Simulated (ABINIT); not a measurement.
# CaAlSiH (P3m1): one start, several treatments of the self-energy

Wanted: the gap of CaAlSiH (P3m1) under several approximations, with cost.

Method: LDA and many-body steps on it, plane waves, in ABINIT 10.8.3.

Most raw output is cut from this account.

### 1. Set-up

It takes space group P3m1 (No. 156, trigonal). Conventional cell: a = 4.143 Å, b = 4.143 Å, c = 4.698 Å, α = 90.00°, β = 90.00°, γ = 120.00°. Nearest to Ca lie 3 H at 2.42 Å and 3 Si at 3.14 Å. Nearest to Al lie 1 H at 1.75 Å and 3 Si at 2.45 Å. Si has 3 Al at 2.45 Å and 3 Ca at 3.14 Å nearest. Nearest to H lie 1 Al at 1.75 Å and 3 Ca at 2.42 Å. Farther neighbours are not listed.

The cell and positions are those that the Materials Project relaxed with its own functionals (PBE, PBE+U or r2SCAN), kept fixed.

### 2. Empty states on the mesh, 3×3×4 mesh, 67 bands

This step: ABINIT 10.8.3; DFT, LDA, plane waves, norm-conserving pseudopotentials.

The sums over transitions need many empty states on a uniform mesh; this step solves for them.

Input file run.abi:

```
acell 3*1.0 Angstrom
rprim 
  4.143280229474 0.000000000031 0.000000000000
  -2.071640114764 3.588185933707 0.000000000000
  0.000000000000 0.000000000000 4.698226000000
ntypat 4
znucl 20 13 14 1
natom 4
typat 1 2 3 4
xred 
  0.000000000000 0.000000000000 0.999921000000
  0.666666666667 0.333333333333 0.457112000000
  0.333333333333 0.666666666667 0.565892000000
  0.666666666667 0.333333333333 0.083775000000
pp_dirpath "pseudos"
pseudos "Ca.upf, Al.upf, Si.upf, H.upf"
ecut 31
ngkpt 3 3 4
nshiftk 1
shiftk 0 0 0
kptopt 1
chksymbreak 0
iscf -2
irdden 1
istwfk *1
nband 67
nbdbuf 6
tolwfr 1e-09
nstep 60
prtvol 0
indata_prefix "in"
outdata_prefix "out"
tmpdata_prefix "tmp"
```

The run is started by

```bash
OMP_NUM_THREADS=1 mpirun -n 4 abinit run.abi > log
```

Wall time 35 s (4 MPI ranks of Arm Neoverse N1, shared host); peak memory 0.32 GiB.

This step gave:

```
gap                                                           : 0.5333 eV
k of the valence top                                          : 0, 0, 0.5
k of the conduction bottom                                    : -0.3333, 0, 0.25
least direct gap                                              : 1.298 eV
k points computed                                             : 10
lowest point of the top converged band, above the valence top : 35.25 eV
```

On this mesh the gap is 0.533 eV.

The density comes from a self-consistent run that is not shown.

### 3. Screening, 3×3×4 mesh, 61 bands, screening to 122.5 eV

The RPA dielectric matrix is built and inverted for each q.

This step: RPA screening on LDA, plane waves, norm-conserving pseudopotentials.

run.abi, as its differences from that of step 2:

```diff
@@ -22,10 +22,11 @@
 chksymbreak 0
-iscf -2
-irdden 1
 istwfk *1
-nband 67
-nbdbuf 6
-tolwfr 1e-09
-nstep 60
-prtvol 0
+occopt 1
+irdwfk 1
+optdriver 3
+nband 61
+ecuteps 4.5
+inclvkb 2
+awtr 1
+symchi 1
 indata_prefix "in"
```

Elapsed: 23 s, on 4 MPI ranks; peak memory 0.64 GiB; 91 s of CPU time.

Numbers from this step:

- ε∞ with local fields, on this mesh, along the program's q direction: 22.08
- the same without local fields: 24.93
- plasma frequency: 18.85 eV
- plane waves in the screening matrix: 225

Local fields lower ε∞ by 11 %. On a Γ-centred mesh this coarse the value itself is usually too large, while a short band sum pulls it down.

### 4. G0W0, Godby-Needs plasmon pole

The self-energy is evaluated for the states that the input lists, and the levels follow from it, in one-shot runs by the linearised quasiparticle equation.

This step: G0W0 on LDA, plane waves, norm-conserving pseudopotentials.

run.abi, as its differences from that of step 3:

```diff
@@ -25,8 +25,19 @@
 irdwfk 1
-optdriver 3
+optdriver 4
 nband 61
+gwcalctyp 0
+ecutsigx 31
+symsigma 1
+nkptgw 3
+kptgw 
+  0.0000000000 0.0000000000 0.5000000000
+  -0.3333333333 0.0000000000 0.2500000000
+  0.0000000000 0.0000000000 0.0000000000
+bdgw 
+  7 11
+  8 11
+  8 12
 ecuteps 4.5
-inclvkb 2
-awtr 1
-symchi 1
+irdscr 1
+ppmodel 1
 indata_prefix "in"
```

Wall time 19 s (4 MPI ranks); peak memory 0.63 GiB; 75 s of CPU time.

Numbers from this step:

| Quantity | Value |
| --- | --- |
| G0W0 gap on the points computed | 1.188 eV |
| starting gap on the mesh | 0.5333 eV |
| k of the valence top | 0, 0, 0.5 |
| k of the conduction bottom | -0.3333, 0, 0.25 |
| Z at the valence top | 0.764 |
| Z at the conduction bottom | 0.773 |
| least direct G0W0 gap on the computed points | 2.235 eV |

The gap on the mesh goes from 0.53 eV to 1.19 eV, a correction of +0.65 eV.

### 5. G0W0, Hybertsen-Louie plasmon pole

run.abi, as its differences from that of step 4:

```diff
@@ -41,3 +41,3 @@
 irdscr 1
-ppmodel 1
+ppmodel 2
 indata_prefix "in"
```

Run time: 18 s. Hardware: 4 MPI ranks; peak memory 0.61 GiB; 72 s of CPU time.

Numbers from this step:

| Quantity | Value |
| --- | --- |
| G0W0 gap on the points computed | 1.145 eV |
| starting gap on the mesh | 0.5333 eV |
| k of the valence top | 0, 0, 0.5 |
| k of the conduction bottom | -0.3333, 0, 0.25 |
| Z at the valence top | 0.805 |
| Z at the conduction bottom | 0.811 |
| least direct G0W0 gap on the computed points | 2.226 eV |

Against G0W0 in ABINIT (3×3×4 mesh, 61 bands, screening to 122.5 eV, Godby-Needs plasmon pole), the gap moves by −0.043 eV.

### 6. G0W0, von der Linden-Horsch plasmon pole

run.abi, as its differences from that of step 5:

```diff
@@ -41,3 +41,3 @@
 irdscr 1
-ppmodel 2
+ppmodel 3
 indata_prefix "in"
```

Run time: 10 s. Hardware: 4 MPI ranks; peak memory 0.58 GiB; 40 s of CPU time.

This step gave:

- G0W0 gap on the points computed: 1.174 eV
- starting gap on the mesh: 0.5333 eV
- k of the valence top: 0, 0, 0.5
- k of the conduction bottom: -0.3333, 0, 0.25
- least direct G0W0 gap on the computed points: 2.274 eV

Against G0W0 in ABINIT (3×3×4 mesh, 61 bands, screening to 122.5 eV, Godby-Needs plasmon pole), the gap moves by −0.014 eV.

### 7. G0W0, Engel-Farid plasmon pole

run.abi, as its differences from that of step 6:

```diff
@@ -41,3 +41,3 @@
 irdscr 1
-ppmodel 3
+ppmodel 4
 indata_prefix "in"
```

Wall time 10 s (4 MPI ranks); peak memory 0.59 GiB; 40 s of CPU time.

Numbers from this step:

| Property | Result |
| --- | --- |
| G0W0 gap on the points computed | 1.184 eV |
| starting gap on the mesh | 0.5333 eV |
| k of the valence top | 0, 0, 0.5 |
| k of the conduction bottom | -0.3333, 0, 0.25 |
| least direct G0W0 gap on the computed points | 2.249 eV |

Against G0W0 in ABINIT (3×3×4 mesh, 61 bands, screening to 122.5 eV, Godby-Needs plasmon pole), the gap moves by −0.004 eV.

### 8. One-shot SEX

This step: one-shot SEX on LDA, plane waves, norm-conserving pseudopotentials.

run.abi, as its differences from that of step 7:

```diff
@@ -27,3 +27,3 @@
 nband 61
-gwcalctyp 0
+gwcalctyp 6
 ecutsigx 31
@@ -41,3 +41,2 @@
 irdscr 1
-ppmodel 4
 indata_prefix "in"
```

Wall time 5.9 s (4 MPI ranks); peak memory 0.2 GiB.

Numbers from this step:

```
quasiparticle gap on the points computed              : 0.7470 eV
starting gap on the mesh                              : 0.5333 eV
k of the valence top                                  : 0, 0, 0.5
k of the conduction bottom                            : -0.3333, 0, 0.25
least direct quasiparticle gap on the computed points : 2.115 eV
```

Against G0W0 in ABINIT (3×3×4 mesh, 61 bands, screening to 122.5 eV, Godby-Needs plasmon pole), the gap moves by −0.441 eV.

### 9. One-shot COHSEX

This step: one-shot COHSEX on LDA, plane waves, norm-conserving pseudopotentials.

run.abi, as its differences from that of step 8:

```diff
@@ -27,3 +27,3 @@
 nband 61
-gwcalctyp 6
+gwcalctyp 7
 ecutsigx 31
```

It took 6 s on 4 MPI ranks; peak memory 0.2 GiB.

Numbers from this step:

| Item | Value |
| --- | --- |
| quasiparticle gap on the points computed | 1.5 eV |
| starting gap on the mesh | 0.5333 eV |
| k of the valence top | 0, 0, 0.5 |
| k of the conduction bottom | -0.3333, 0, 0.25 |
| least direct quasiparticle gap on the computed points | 2.515 eV |

Against G0W0 in ABINIT (3×3×4 mesh, 61 bands, screening to 122.5 eV, Godby-Needs plasmon pole), the gap moves by +0.312 eV.

### 10. One-shot Hartree-Fock

This step: one-shot Hartree-Fock on LDA, plane waves, norm-conserving pseudopotentials.

run.abi, as its differences from that of step 9:

```diff
@@ -26,4 +26,4 @@
 optdriver 4
-nband 61
-gwcalctyp 7
+nband 13
+gwcalctyp 5
 ecutsigx 31
@@ -39,4 +39,4 @@
   8 12
-ecuteps 4.5
-irdscr 1
+ixc_sigma 40
+fftgw 31
 indata_prefix "in"
```

Elapsed: 5.6 s, on 4 MPI ranks; peak memory 0.2 GiB; 22 s of CPU time.

Numbers from this step:

```
quasiparticle gap on the points computed              : 5.844 eV
starting gap on the mesh                              : 0.5333 eV
k of the valence top                                  : 0, 0, 0.5
k of the conduction bottom                            : -0.3333, 0, 0.25
least direct quasiparticle gap on the computed points : 6.895 eV
```

Against G0W0 in ABINIT (3×3×4 mesh, 61 bands, screening to 122.5 eV, Godby-Needs plasmon pole), the gap moves by +4.656 eV.

### 11. Side by side

Times are wall times on 4 MPI ranks of Arm Neoverse N1, shared host, good to a factor of about two. A run's time includes the screening step that it read.

```csv
run,mesh,bands,screening cutoff (eV),DFT gap (eV),gap on the mesh (eV),direct (eV),ε∞ used,time
"G0W0, Godby-Needs plasmon pole",3×3×4,61,122.5,0.533,1.188,2.235,22.08,42 s
"G0W0, Hybertsen-Louie plasmon pole",3×3×4,61,122.5,0.533,1.145,2.226,22.08,41 s
"G0W0, von der Linden-Horsch plasmon pole",3×3×4,61,122.5,0.533,1.174,2.274,22.08,33 s
"G0W0, Engel-Farid plasmon pole",3×3×4,61,122.5,0.533,1.184,2.249,22.08,33 s
one-shot SEX,3×3×4,61,122.5,0.533,0.747,2.115,22.08,29 s
one-shot COHSEX,3×3×4,61,122.5,0.533,1.500,2.515,22.08,29 s
one-shot Hartree-Fock,3×3×4,-,-,0.533,5.844,6.895,-,5.6 s
```

### 12. Summary of results

| Item | Value |
| --- | --- |
| G0W0, Godby-Needs plasmon pole | 1.188 eV |
| G0W0, Hybertsen-Louie plasmon pole | 1.145 eV |
| G0W0, von der Linden-Horsch plasmon pole | 1.174 eV |
| G0W0, Engel-Farid plasmon pole | 1.184 eV |
| one-shot SEX | 0.747 eV |
| one-shot COHSEX | 1.500 eV |
| one-shot Hartree-Fock | 5.844 eV |
| known limits | not at the basis limit; coarse k mesh |

In words: G0W0, Hybertsen-Louie plasmon pole: −0.043 eV against G0W0, Godby-Needs plasmon pole. G0W0, von der Linden-Horsch plasmon pole: −0.014 eV against G0W0, Godby-Needs plasmon pole. G0W0, Engel-Farid plasmon pole: −0.004 eV against G0W0, Godby-Needs plasmon pole. One-shot SEX: −0.441 eV against G0W0, Godby-Needs plasmon pole. One-shot COHSEX: +0.312 eV against G0W0, Godby-Needs plasmon pole. One-shot Hartree-Fock: +4.656 eV against G0W0, Godby-Needs plasmon pole. Bare exchange alone opens the gap to 5.84 eV; against G0W0, correlation takes back 4.66 eV. Static COHSEX lies above G0W0: it lacks the factor Z and overstates the Coulomb hole of the filled states. Bands and cutoff are finite, so the gap is not at the basis limit. The miss can reach some tenths of an eV and take either sign; the mesh is an error of its own. In the G0W0 runs levels were corrected at 3 k points alone, so a gap called «on the mesh» is the least over those, and an edge elsewhere would be missed. The 3×3×4 mesh is coarse for this cell, which bears on the long-range parts of exchange and screening.

[Paths, hosts, dates, memory and timing lines, banners, echoed tables and standing remarks are left out of the program output.]

[Logs are printed without paths, hosts, clocks, repeated set-up lines and the standing remarks that a program may print on its own settings, such as how far it seeks lower states.]

[Runs of the session that timed out or met a known fault of the program may be left out.]

[Hosts, paths, dates, database ids (printed as entryN), source tags and the programs' standing remarks are cut or masked in the printed files.]

[G0W0 gaps are taken among the corrected bands and points alone; a level outside them can change the order at an edge.]

[Where Ansatz stands beside ABINIT at settings called matched, ABINIT's density can come from a denser mesh and the files from another edition; pairs whose starting gaps differed by over 0.03 eV were left out, so agreement reads better than it is.]
